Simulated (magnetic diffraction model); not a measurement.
**Which magnetic order? KCoI2F**

Space group P4/mbm (no. 127), a = 7.3510 Å, c = 10.4960 Å.

| site | atom | x | y | z |
| --- | --- | --- | --- | --- |
| 4g | I | 0.7446 | 0.7554 | 0 |
| 4h | I | 0.7283 | 0.2283 | 1/2 |
| 2a | Co | 1/2 | 1/2 | 0 |
| 2b | Co | 0 | 0 | 1/2 |
| 4f | K | 1/2 | 0 | 0.2443 |
| 4e | F | 1/2 | 1/2 | 0.7498 |

The compound is invented for this exercise: a known structure type with other elements, its cell scaled to their sizes and not relaxed.

Only Co is taken to order (form factors of Co2+); orders and moment sizes are assumed, and not adapted to the symmetry. Radiation: neutrons of λ = 1.909 Å, 3° to 40°; isotropic B of 0.66 Å² (I), 0.79 Å² (Co), 0.72 Å² (K) and 0.87 Å² (F). The intensities are simulated: I ∝ L Σ (|F_N|² + |F_M⊥|²) for unpolarised neutrons, with F_M = 2.695 fm/μB × Σ f(s) S exp(2πi Q·r) exp(−B s²) at Q = H ± k (one set where k and −k are equivalent), only the part normal to Q counting and L = 1/(sin²θ cos θ). For collinear order S is the moment m, which repeats by lattice and centring translations R with the sign exp(−2πi k·R). Form factors are spin-only for 3d ions and dipole or tabulated for f ions, scattering lengths are Sears's of 1992, and absorption is left out. A label names one of the reflections at its angle. The strongest nuclear line in the range is 100, and lines under 0.2 are left out.

Above the ordering temperature:

```csv
2θ (°),index,I
20.96,(0 0 2),3.6
21.16,(1 1 0),9.5
30.10,(2 0 0),0.5
33.76,(2 1 0),0.5
35.43,(2 1 1),2.3
36.97,(2 0 2),100.0
```

Below it (cell unchanged):

```tsv
2θ (°)	I
9.09	19.3
17.38	4.0
17.50	10.6
20.96	3.6
21.16	9.5
22.98	4.9
23.07	2.9
27.35	1.3
27.51	1.7
27.59	3.7
30.10	0.5
31.30	2.1
31.44	2.5
31.51	2.7
33.76	0.5
34.84	0.8
34.97	1.9
35.43	2.3
36.97	100.0
37.91	0.6
38.09	1.4
38.27	2.4
```

**Question.** Check that the new lines index with k = (0 1/2 1/2), then choose among these models:
A. collinear moments along [100], 2.48 μB on Co; signs + at (1/2, 1/2, 0), + at (0, 0, 1/2), + at (0, 0, 0), + at (1/2, 1/2, 1/2)
B. collinear moments along [100], 2.48 μB on Co; signs + at (1/2, 1/2, 0), − at (0, 0, 1/2), + at (0, 0, 0), − at (1/2, 1/2, 1/2)
C. collinear moments along [111], 2.48 μB on Co; signs + at (1/2, 1/2, 0), + at (0, 0, 1/2), + at (0, 0, 0), + at (1/2, 1/2, 1/2)
D. collinear moments along [111], 2.48 μB on Co; signs + at (1/2, 1/2, 0), − at (0, 0, 1/2), + at (0, 0, 0), − at (1/2, 1/2, 1/2)

The new lines index as (0 1/2 1/2) at 9.09°, (0 1/2 3/2) at 17.38°, (1 1/2 1/2) at 17.50° and (1 1/2 3/2) at 22.98°, that is as H ± k with k = (0 1/2 1/2), one of 2 inequivalent arms of its star (k and −k counted as one), which a powder can't tell apart. Half indices mean that the moments reverse under translations with k·R a half-integer, and the magnetic cell has twice the primitive volume.

Magnetic intensity, observed (below minus above) and for each model:

| 2θ (°) | index | observed | A | B | C | D |
| --- | --- | --- | --- | --- | --- | --- |
| 9.09 | (0 1/2 1/2) | 19.3 | 28.9 | 28.9 | 19.3 | 19.3 |
| 17.38 | (0 1/2 3/2) | 4.0 | 7.3 | 7.3 | 4.0 | 4.0 |
| 17.50 | (1 1/2 1/2) | 10.6 | 3.9 | 3.9 | 10.6 | 10.6 |
| 23.07 | (0 3/2 1/2) | 2.9 | 3.9 | 3.9 | 2.9 | 2.9 |
| 27.35 | (0 1/2 5/2) | 1.3 | 2.6 | 2.6 | 1.3 | 1.3 |
| 27.51 | (0 3/2 3/2) | 1.7 | 2.5 | 2.5 | 1.7 | 1.7 |
| 31.51 | (2 1/2 1/2) | 2.7 | 0.3 | 0.3 | 2.7 | 2.7 |
| 34.97 | (2 1/2 3/2) | 1.9 | 0.7 | 0.7 | 1.9 | 1.9 |

Models C and D match alike on every line, so these data can't choose among them (such ties are often domains of one structure).

The structure used: k = (0 1/2 1/2), collinear moments along [111], 2.48 μB on Co; signs + at (1/2, 1/2, 0), − at (0, 0, 1/2), + at (0, 0, 0), − at (1/2, 1/2, 1/2).

[Logs are printed without paths, hosts, clocks, repeated set-up lines and the standing remarks that a program may print on its own settings, such as how far it seeks lower states.]
